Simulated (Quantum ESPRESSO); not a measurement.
# Pb(100), 5 layers: test of the smearing, part 3 of 4

Which setting serves for Pb(100), 5 layers? The runs below step through one kind of setting.

Quantum ESPRESSO 7.5; plane-wave DFT, PBE, SSSP efficiency pseudopotentials.

So far. Step 4 (SCF with pw.x: mv smearing, 0.04 Ry): Counted from each run's own zero (the Fermi level), the vacuum level differs from the first run's by -26 meV. Step 5 (Ground state: mp smearing, 0.02 Ry): Counted from each run's own zero (the Fermi level), the vacuum level differs from the first run's by -40 meV.

**6. Self-consistent run: gaussian smearing, 0.01 Ry**

File c4.in:

```
&control
  prefix = 'c4'
  outdir = './out'
  pseudo_dir = './pseudo'
  calculation = 'scf'
  tprnfor = .true.
/
&system
  ibrav = 0
  nat = 5
  ntyp = 1
  ecutwfc = 45
  ecutrho = 360
  occupations = 'smearing'
  smearing = 'gaussian'
  degauss = 0.01
  assume_isolated = 'esm'
  esm_bc = 'bc1'
/
&electrons
  conv_thr = 1e-07
  mixing_beta = 0.4
  electron_maxstep = 120
  mixing_mode = 'local-TF'
/
ATOMIC_SPECIES
  Pb  207.2000  Pb.pbe-dn-kjpaw_psl.0.2.2.UPF
CELL_PARAMETERS angstrom
  3.50017856687341 0.00000000000000 0.00000000000000
  0.00000000000000 3.50017856687341 0.00000000000000
  0.00000000000000 0.00000000000000 25.90000000000000
ATOMIC_POSITIONS crystal
  Pb  0.000000000000 0.000000000000 -0.191119691120
  Pb  0.500000000000 0.500000000000 -0.095559845560
  Pb  0.000000000000 0.000000000000 0.000000000000
  Pb  0.500000000000 0.500000000000 0.095559845560
  Pb  0.000000000000 0.000000000000 0.191119691120
K_POINTS automatic
  10 10 1 0 0 0
```

Command:

```sh
OMP_NUM_THREADS=1 mpirun -n 4 pw.x -nk 4 -in c4.in > c4.out
```

Output:

```text
[banner, memory and clock lines left out]
Program PWSCF v.7.5 starts
[...]
Message from routine setup:
[...]
number of electrons       =        70.00
     number of Kohn-Sham states=           42
     kinetic-energy cutoff     =      45.0000  Ry
     charge density cutoff     =     360.0000  Ry
[...]
number of k points=    21  Gaussian smearing, width (Ry)=  0.0100
[...]
Dense  grid:   246811 G-vectors     FFT dimensions: (  40,  40, 300)
[...]
negative rho (up, down):  7.578E-05 0.000E+00
     Starting wfcs are   45 randomized atomic wfcs
[...]
negative rho (up, down):  3.453E-08 0.000E+00
[...]
estimated scf accuracy    <       0.07940732 Ry
[...]
estimated scf accuracy    <       0.05152985 Ry
[...]
estimated scf accuracy    <       0.00310884 Ry
[...]
estimated scf accuracy    <       0.00240691 Ry
[...]
estimated scf accuracy    <       0.00234400 Ry
[...]
estimated scf accuracy    <       0.00716252 Ry
[...]
estimated scf accuracy    <       0.00106550 Ry
[...]
estimated scf accuracy    <       0.00109206 Ry
[...]
estimated scf accuracy    <       0.00221688 Ry
[...]
estimated scf accuracy    <       0.00157023 Ry
[...]
estimated scf accuracy    <       0.00021542 Ry
[...]
negative rho (up, down):  2.295E-08 0.000E+00
[...]
estimated scf accuracy    <       0.00098857 Ry
[...]
negative rho (up, down):  9.924E-08 0.000E+00
[...]
estimated scf accuracy    <       0.00094715 Ry
[...]
negative rho (up, down):  5.483E-08 0.000E+00
[...]
estimated scf accuracy    <       0.00026730 Ry
[...]
negative rho (up, down):  1.614E-07 0.000E+00
[...]
estimated scf accuracy    <       0.00038814 Ry
[...]
negative rho (up, down):  6.201E-08 0.000E+00
[...]
estimated scf accuracy    <       0.00039179 Ry
[...]
negative rho (up, down):  2.062E-05 0.000E+00
[...]
estimated scf accuracy    <       0.00044717 Ry
[...]
negative rho (up, down):  1.560E-05 0.000E+00
[...]
estimated scf accuracy    <       0.00022299 Ry
[...]
negative rho (up, down):  6.668E-05 0.000E+00
[...]
estimated scf accuracy    <       0.00015271 Ry
[...]
negative rho (up, down):  4.696E-05 0.000E+00
[...]
estimated scf accuracy    <       0.00019347 Ry
[...]
negative rho (up, down):  5.585E-05 0.000E+00
[...]
estimated scf accuracy    <       0.00002423 Ry
[...]
negative rho (up, down):  2.934E-05 0.000E+00
[...]
estimated scf accuracy    <       0.00004785 Ry
[...]
negative rho (up, down):  3.101E-05 0.000E+00
[...]
estimated scf accuracy    <       0.00002291 Ry
[...]
negative rho (up, down):  2.497E-05 0.000E+00
[...]
estimated scf accuracy    <       0.00000378 Ry
[...]
negative rho (up, down):  2.205E-05 0.000E+00
[...]
estimated scf accuracy    <       0.00000298 Ry
[...]
negative rho (up, down):  3.454E-05 0.000E+00
[...]
estimated scf accuracy    <       0.00000602 Ry
[...]
negative rho (up, down):  3.692E-05 0.000E+00
[...]
estimated scf accuracy    <       0.00000384 Ry
[...]
negative rho (up, down):  5.495E-05 0.000E+00
[...]
estimated scf accuracy    <       0.00000499 Ry
[...]
negative rho (up, down):  2.089E-05 0.000E+00
[...]
estimated scf accuracy    <       0.00000842 Ry
[...]
negative rho (up, down):  3.858E-05 0.000E+00
[...]
estimated scf accuracy    <       0.00000160 Ry
[...]
negative rho (up, down):  4.851E-05 0.000E+00
[...]
estimated scf accuracy    <       0.00000088 Ry
[...]
negative rho (up, down):  4.795E-05 0.000E+00
[...]
estimated scf accuracy    <       0.00000017 Ry
[...]
negative rho (up, down):  4.419E-05 0.000E+00
[...]
estimated scf accuracy    <       0.00000172 Ry
[...]
negative rho (up, down):  4.816E-05 0.000E+00
[...]
the Fermi energy is    -3.7007 ev
!    total energy              =   -4352.73732187 Ry
[...]
estimated scf accuracy    <       0.00000002 Ry
     smearing contrib. (-TS)   =      -0.00285095 Ry
     internal energy E=F+TS    =   -4352.73447092 Ry
[...]
one-electron contribution =   10683.42098986 Ry
     hartree contribution      =   -5318.52149172 Ry
     xc contribution           =    -221.65506829 Ry
     ewald contribution        =   -5853.78086743 Ry
[...]
convergence has been achieved in  34 iterations
     negative rho (up, down):  4.816E-05 0.000E+00
[...]
Total force =     0.010151     Total SCF correction =     0.000140
[...]
```

Wall time 5.4 min (4 MPI ranks of Arm Neoverse V1, shared host); peak memory 1.4 GiB; 22 min of CPU time.

This step gave:

| Item | Value |
| --- | --- |
| free energy | -59222.0082 eV |
| energy at zero smearing | -59221.9889 eV |
| Fermi energy | -3.701 eV |
| vacuum line at the lower end of the cell, over the Fermi level | 3.701 eV |
| vacuum line at the upper end of the cell, over the Fermi level | 3.701 eV |

The program's own clock; routines nest. Time by routine:

| routine | wall time (s) | calls |
| --- | --- | --- |
| PWSCF | 323.3 | 1 |
| electrons | 318.4 | 1 |
| c_bands | 230.9 | 35 |
| cegterg | 202.8 | 210 |
| h_psi | 135.9 | 1574 |
| fftw | 116.4 | 64252 |
| vloc_psi | 108.9 | 1574 |
| sum_band | 33.17 | 35 |
| mix_rho | 19.74 | 35 |
| PAW_pot | 18.41 | 35 |
| calbec | 17.36 | 1808 |
| add_vuspsi | 13.4 | 1574 |
| s_psi | 13.23 | 1574 |
| h_psi:calbec | 13.04 | 1574 |

Counted from each run's own zero (the Fermi level), the vacuum level differs from the first run's by -12 meV.

**7. SCF with pw.x: gaussian smearing, 0.03 Ry**

c5.in, as its differences from the input of step 6:

```diff
@@ -1,3 +1,3 @@
 &control
-  prefix = 'c4'
+  prefix = 'c5'
   outdir = './out'
@@ -15,3 +15,3 @@
   smearing = 'gaussian'
-  degauss = 0.01
+  degauss = 0.03
   assume_isolated = 'esm'
```

Command:

```sh
OMP_NUM_THREADS=1 mpirun -n 4 pw.x -nk 4 -in c5.in > c5.out
```

Output:

```text
[banner, memory and clock lines left out]
Program PWSCF v.7.5 starts
[...]
Message from routine setup:
[...]
number of electrons       =        70.00
     number of Kohn-Sham states=           42
     kinetic-energy cutoff     =      45.0000  Ry
     charge density cutoff     =     360.0000  Ry
[...]
number of k points=    21  Gaussian smearing, width (Ry)=  0.0300
[...]
Dense  grid:   246811 G-vectors     FFT dimensions: (  40,  40, 300)
[...]
negative rho (up, down):  7.578E-05 0.000E+00
     Starting wfcs are   45 randomized atomic wfcs
[...]
negative rho (up, down):  3.412E-08 0.000E+00
[...]
estimated scf accuracy    <       0.07580432 Ry
[...]
estimated scf accuracy    <       0.04931054 Ry
[...]
estimated scf accuracy    <       0.00318859 Ry
[...]
estimated scf accuracy    <       0.00257824 Ry
[...]
estimated scf accuracy    <       0.00260258 Ry
[...]
estimated scf accuracy    <       0.00568433 Ry
[...]
estimated scf accuracy    <       0.00119054 Ry
[...]
estimated scf accuracy    <       0.00174457 Ry
[...]
estimated scf accuracy    <       0.00324161 Ry
[...]
estimated scf accuracy    <       0.00188649 Ry
[...]
estimated scf accuracy    <       0.00015596 Ry
[...]
estimated scf accuracy    <       0.00105392 Ry
[...]
negative rho (up, down):  2.739E-07 0.000E+00
[...]
estimated scf accuracy    <       0.00108428 Ry
[...]
negative rho (up, down):  2.328E-07 0.000E+00
[...]
estimated scf accuracy    <       0.00015568 Ry
[...]
negative rho (up, down):  7.445E-06 0.000E+00
[...]
estimated scf accuracy    <       0.00005254 Ry
[...]
negative rho (up, down):  1.825E-06 0.000E+00
[...]
estimated scf accuracy    <       0.00005366 Ry
[...]
negative rho (up, down):  4.957E-07 0.000E+00
[...]
estimated scf accuracy    <       0.00006148 Ry
[...]
negative rho (up, down):  4.532E-05 0.000E+00
[...]
estimated scf accuracy    <       0.00000233 Ry
[...]
negative rho (up, down):  2.410E-05 0.000E+00
[...]
estimated scf accuracy    <       0.00000516 Ry
[...]
negative rho (up, down):  5.023E-05 0.000E+00
[...]
estimated scf accuracy    <       0.00000114 Ry
[...]
negative rho (up, down):  7.756E-05 0.000E+00
[...]
estimated scf accuracy    <       0.00000110 Ry
[...]
negative rho (up, down):  4.705E-05 0.000E+00
[...]
estimated scf accuracy    <       0.00000057 Ry
[...]
negative rho (up, down):  6.410E-05 0.000E+00
[...]
estimated scf accuracy    <       0.00000210 Ry
[...]
negative rho (up, down):  6.455E-05 0.000E+00
[...]
estimated scf accuracy    <       0.00000012 Ry
[...]
negative rho (up, down):  4.659E-05 0.000E+00
[...]
the Fermi energy is    -3.6969 ev
!    total energy              =   -4352.74637055 Ry
[...]
estimated scf accuracy    <       0.00000006 Ry
     smearing contrib. (-TS)   =      -0.01888414 Ry
     internal energy E=F+TS    =   -4352.72748642 Ry
[...]
one-electron contribution =   10683.49330125 Ry
     hartree contribution      =   -5318.58636159 Ry
     xc contribution           =    -221.65567309 Ry
     ewald contribution        =   -5853.78086743 Ry
[...]
convergence has been achieved in  25 iterations
     negative rho (up, down):  4.659E-05 0.000E+00
[...]
Total force =     0.015038     Total SCF correction =     0.001339
[...]
```

Run time: 4.6 min. Hardware: 4 MPI ranks; peak memory 1.4 GiB.

This step gave:

```
free energy                                                    : -59222.1314 eV
energy at zero smearing                                        : -59222.0029 eV
Fermi energy                                                   : -3.697 eV
vacuum line at the lower end of the cell, over the Fermi level : 3.697 eV
vacuum line at the upper end of the cell, over the Fermi level : 3.697 eV
```

The program's own clock; routines nest. Time by routine:

| routine | wall time (s) | calls |
| --- | --- | --- |
| PWSCF | 278.1 | 1 |
| electrons | 273.2 | 1 |
| c_bands | 210.7 | 26 |
| cegterg | 182 | 156 |
| h_psi | 119.2 | 1485 |
| fftw | 99.46 | 55360 |
| vloc_psi | 95.32 | 1485 |
| sum_band | 24.06 | 26 |
| calbec | 14.89 | 1665 |
| mix_rho | 13.5 | 26 |
| PAW_pot | 13.35 | 26 |
| add_vuspsi | 11.9 | 1485 |
| s_psi | 11.71 | 1485 |
| h_psi:calbec | 11.56 | 1485 |

Counted from each run's own zero (the Fermi level), the vacuum level differs from the first run's by -16 meV.

**8. Self-consistent run: fd smearing, 0.002 Ry**

c6.in, as its differences from the input of step 7:

```diff
@@ -1,3 +1,3 @@
 &control
-  prefix = 'c5'
+  prefix = 'c6'
   outdir = './out'
@@ -14,4 +14,4 @@
   occupations = 'smearing'
-  smearing = 'gaussian'
-  degauss = 0.03
+  smearing = 'fd'
+  degauss = 0.002
   assume_isolated = 'esm'
```

Command:

```sh
OMP_NUM_THREADS=1 mpirun -n 4 pw.x -nk 4 -in c6.in > c6.out
```

Output:

```text
[banner, memory and clock lines left out]
Program PWSCF v.7.5 starts
[...]
Message from routine setup:
[...]
number of electrons       =        70.00
     number of Kohn-Sham states=           42
     kinetic-energy cutoff     =      45.0000  Ry
     charge density cutoff     =     360.0000  Ry
[...]
number of k points=    21  Fermi-Dirac smearing, width (Ry)=  0.0020
[...]
Dense  grid:   246811 G-vectors     FFT dimensions: (  40,  40, 300)
[...]
negative rho (up, down):  7.578E-05 0.000E+00
     Starting wfcs are   45 randomized atomic wfcs
[...]
negative rho (up, down):  3.436E-08 0.000E+00
[...]
estimated scf accuracy    <       0.08028740 Ry
[...]
estimated scf accuracy    <       0.05219285 Ry
[...]
estimated scf accuracy    <       0.00286417 Ry
[...]
estimated scf accuracy    <       0.00216986 Ry
[...]
estimated scf accuracy    <       0.00193466 Ry
[...]
estimated scf accuracy    <       0.00133047 Ry
[...]
estimated scf accuracy    <       0.00116598 Ry
[...]
estimated scf accuracy    <       0.00039785 Ry
[...]
estimated scf accuracy    <       0.00070068 Ry
[...]
negative rho (up, down):  6.487E-06 0.000E+00
[...]
estimated scf accuracy    <       0.00052702 Ry
[...]
negative rho (up, down):  3.328E-06 0.000E+00
[...]
estimated scf accuracy    <       0.00007518 Ry
[...]
negative rho (up, down):  3.258E-06 0.000E+00
[...]
estimated scf accuracy    <       0.00019143 Ry
[...]
negative rho (up, down):  2.818E-05 0.000E+00
[...]
estimated scf accuracy    <       0.00022025 Ry
[...]
negative rho (up, down):  4.830E-05 0.000E+00
[...]
estimated scf accuracy    <       0.00003372 Ry
[...]
negative rho (up, down):  3.342E-05 0.000E+00
[...]
estimated scf accuracy    <       0.00000108 Ry
[...]
negative rho (up, down):  3.749E-05 0.000E+00
[...]
estimated scf accuracy    <       0.00000427 Ry
[...]
negative rho (up, down):  4.288E-05 0.000E+00
[...]
estimated scf accuracy    <       0.00000274 Ry
[...]
negative rho (up, down):  8.214E-05 0.000E+00
[...]
estimated scf accuracy    <       0.00000174 Ry
[...]
negative rho (up, down):  7.643E-05 0.000E+00
[...]
estimated scf accuracy    <       0.00000014 Ry
[...]
negative rho (up, down):  5.664E-05 0.000E+00
[...]
estimated scf accuracy    <       0.00000022 Ry
[...]
negative rho (up, down):  5.301E-05 0.000E+00
[...]
estimated scf accuracy    <       0.00000091 Ry
[...]
negative rho (up, down):  4.688E-05 0.000E+00
[...]
estimated scf accuracy    <       0.00000043 Ry
[...]
negative rho (up, down):  4.825E-05 0.000E+00
[...]
the Fermi energy is    -3.7373 ev
!    total energy              =   -4352.73616391 Ry
[...]
estimated scf accuracy    <       0.00000009 Ry
     smearing contrib. (-TS)   =      -0.00089870 Ry
     internal energy E=F+TS    =   -4352.73526521 Ry
[...]
one-electron contribution =   10683.54781636 Ry
     hartree contribution      =   -5318.64975908 Ry
     xc contribution           =    -221.65419866 Ry
     ewald contribution        =   -5853.78086743 Ry
[...]
convergence has been achieved in  23 iterations
     negative rho (up, down):  4.825E-05 0.000E+00
[...]
Total force =     0.007259     Total SCF correction =     0.000411
[...]
```

The job ended after 4.4 min (4 MPI ranks; peak memory 1.4 GiB).

Numbers from this step:

* free energy: -59221.9925 eV
* energy at zero smearing: -59221.9864 eV
* Fermi energy: -3.737 eV
* vacuum line at the lower end of the cell, over the Fermi level: 3.737 eV
* vacuum line at the upper end of the cell, over the Fermi level: 3.737 eV

The program's own clock; routines nest. Time by routine:

| routine | wall time (s) | calls |
| --- | --- | --- |
| PWSCF | 264.6 | 1 |
| electrons | 259.6 | 1 |
| c_bands | 203.9 | 24 |
| cegterg | 177.9 | 144 |
| h_psi | 114.9 | 1372 |
| fftw | 94.34 | 53736 |
| vloc_psi | 91.25 | 1372 |
| sum_band | 21.84 | 24 |
| calbec | 14.63 | 1540 |
| mix_rho | 11.88 | 24 |
| add_vuspsi | 11.77 | 1372 |
| s_psi | 11.6 | 1372 |
| PAW_pot | 11.47 | 24 |
| h_psi:calbec | 11.45 | 1372 |

Counted from each run's own zero (the Fermi level), the vacuum level differs from the first run's by +25 meV.

**9. Self-consistent run: fd smearing, 0.01 Ry**

c7.in, as its differences from the input of step 8:

```diff
@@ -1,3 +1,3 @@
 &control
-  prefix = 'c6'
+  prefix = 'c7'
   outdir = './out'
@@ -15,3 +15,3 @@
   smearing = 'fd'
-  degauss = 0.002
+  degauss = 0.01
   assume_isolated = 'esm'
```

Command:

```sh
OMP_NUM_THREADS=1 mpirun -n 4 pw.x -nk 4 -in c7.in > c7.out
```

Output:

```text
[banner, memory and clock lines left out]
Program PWSCF v.7.5 starts
[...]
Message from routine setup:
[...]
number of electrons       =        70.00
     number of Kohn-Sham states=           42
     kinetic-energy cutoff     =      45.0000  Ry
     charge density cutoff     =     360.0000  Ry
[...]
number of k points=    21  Fermi-Dirac smearing, width (Ry)=  0.0100
[...]
Dense  grid:   246811 G-vectors     FFT dimensions: (  40,  40, 300)
[...]
negative rho (up, down):  7.578E-05 0.000E+00
     Starting wfcs are   45 randomized atomic wfcs
[...]
negative rho (up, down):  3.425E-08 0.000E+00
[...]
estimated scf accuracy    <       0.07650787 Ry
[...]
estimated scf accuracy    <       0.04982066 Ry
[...]
estimated scf accuracy    <       0.00320000 Ry
[...]
estimated scf accuracy    <       0.00256693 Ry
[...]
estimated scf accuracy    <       0.00258657 Ry
[...]
estimated scf accuracy    <       0.00536010 Ry
[...]
estimated scf accuracy    <       0.00107113 Ry
[...]
estimated scf accuracy    <       0.00196438 Ry
[...]
estimated scf accuracy    <       0.00292173 Ry
[...]
negative rho (up, down):  1.374E-08 0.000E+00
[...]
estimated scf accuracy    <       0.00141713 Ry
[...]
negative rho (up, down):  1.594E-07 0.000E+00
[...]
estimated scf accuracy    <       0.00009540 Ry
[...]
negative rho (up, down):  1.462E-07 0.000E+00
[...]
estimated scf accuracy    <       0.00089142 Ry
[...]
estimated scf accuracy    <       0.00089257 Ry
[...]
negative rho (up, down):  1.285E-08 0.000E+00
[...]
estimated scf accuracy    <       0.00054233 Ry
[...]
negative rho (up, down):  1.172E-07 0.000E+00
[...]
estimated scf accuracy    <       0.00068987 Ry
[...]
negative rho (up, down):  3.305E-07 0.000E+00
[...]
estimated scf accuracy    <       0.00043758 Ry
[...]
negative rho (up, down):  8.317E-07 0.000E+00
[...]
estimated scf accuracy    <       0.00005944 Ry
[...]
negative rho (up, down):  5.004E-05 0.000E+00
[...]
estimated scf accuracy    <       0.00002353 Ry
[...]
negative rho (up, down):  9.824E-06 0.000E+00
[...]
estimated scf accuracy    <       0.00005217 Ry
[...]
negative rho (up, down):  6.579E-05 0.000E+00
[...]
estimated scf accuracy    <       0.00002498 Ry
[...]
negative rho (up, down):  4.586E-05 0.000E+00
[...]
estimated scf accuracy    <       0.00000538 Ry
[...]
negative rho (up, down):  4.263E-05 0.000E+00
[...]
estimated scf accuracy    <       0.00000470 Ry
[...]
negative rho (up, down):  5.669E-05 0.000E+00
[...]
estimated scf accuracy    <       0.00001306 Ry
[...]
negative rho (up, down):  2.862E-05 0.000E+00
[...]
estimated scf accuracy    <       0.00001618 Ry
[...]
negative rho (up, down):  1.007E-04 0.000E+00
[...]
estimated scf accuracy    <       0.00001939 Ry
[...]
negative rho (up, down):  5.276E-05 0.000E+00
[...]
estimated scf accuracy    <       0.00004161 Ry
[...]
negative rho (up, down):  8.174E-05 0.000E+00
[...]
estimated scf accuracy    <       0.00001677 Ry
[...]
negative rho (up, down):  1.242E-04 0.000E+00
[...]
estimated scf accuracy    <       0.00000097 Ry
[...]
negative rho (up, down):  1.172E-04 0.000E+00
[...]
estimated scf accuracy    <       0.00000068 Ry
[...]
negative rho (up, down):  8.609E-05 0.000E+00
[...]
estimated scf accuracy    <       0.00000145 Ry
[...]
negative rho (up, down):  4.871E-05 0.000E+00
[...]
estimated scf accuracy    <       0.00000010 Ry
[...]
negative rho (up, down):  4.717E-05 0.000E+00
[...]
the Fermi energy is    -3.6891 ev
!    total energy              =   -4352.74372776 Ry
[...]
estimated scf accuracy    <       0.00000003 Ry
     smearing contrib. (-TS)   =      -0.01409235 Ry
     internal energy E=F+TS    =   -4352.72963541 Ry
[...]
one-electron contribution =   10683.44090146 Ry
     hartree contribution      =   -5318.53656343 Ry
     xc contribution           =    -221.65539671 Ry
     ewald contribution        =   -5853.78086743 Ry
[...]
convergence has been achieved in  32 iterations
     negative rho (up, down):  4.717E-05 0.000E+00
[...]
Total force =     0.013991     Total SCF correction =     0.000627
[...]
```

Elapsed: 5.1 min, on 4 MPI ranks; peak memory 1.4 GiB; 20 min of CPU time.

This step gave:

| Property | Result |
| --- | --- |
| free energy | -59222.0954 eV |
| energy at zero smearing | -59221.9995 eV |
| Fermi energy | -3.689 eV |
| vacuum line at the lower end of the cell, over the Fermi level | 3.689 eV |
| vacuum line at the upper end of the cell, over the Fermi level | 3.689 eV |

The program's own clock; routines nest. Time by routine:

| routine | wall time (s) | calls |
| --- | --- | --- |
| PWSCF | 306 | 1 |
| electrons | 301.2 | 1 |
| c_bands | 225.1 | 33 |
| cegterg | 200.5 | 198 |
| h_psi | 130.8 | 1642 |
| fftw | 109.2 | 63442 |
| vloc_psi | 103.4 | 1642 |
| sum_band | 29.61 | 33 |
| mix_rho | 17.79 | 33 |
| calbec | 17.47 | 1864 |
| PAW_pot | 14.02 | 33 |
| add_vuspsi | 13.62 | 1642 |
| s_psi | 13.45 | 1642 |
| h_psi:calbec | 13.24 | 1642 |

Counted from each run's own zero (the Fermi level), the vacuum level differs from the first run's by -23 meV.

[end of part 3 of 4]

[Logs are printed without paths, hosts, clocks, repeated set-up lines and the standing remarks that a program may print on its own settings, such as how far it seeks lower states.]

[Hosts, paths, dates, database ids (printed as entryN), source tags and the programs' standing remarks are cut or masked in the printed files.]

[Maps of the electrostatic potential energy from Ansatz leave out the sawtooth potential of an applied field or a dipole correction, so their vacuum need not be flat; planar profiles and work functions include it.]
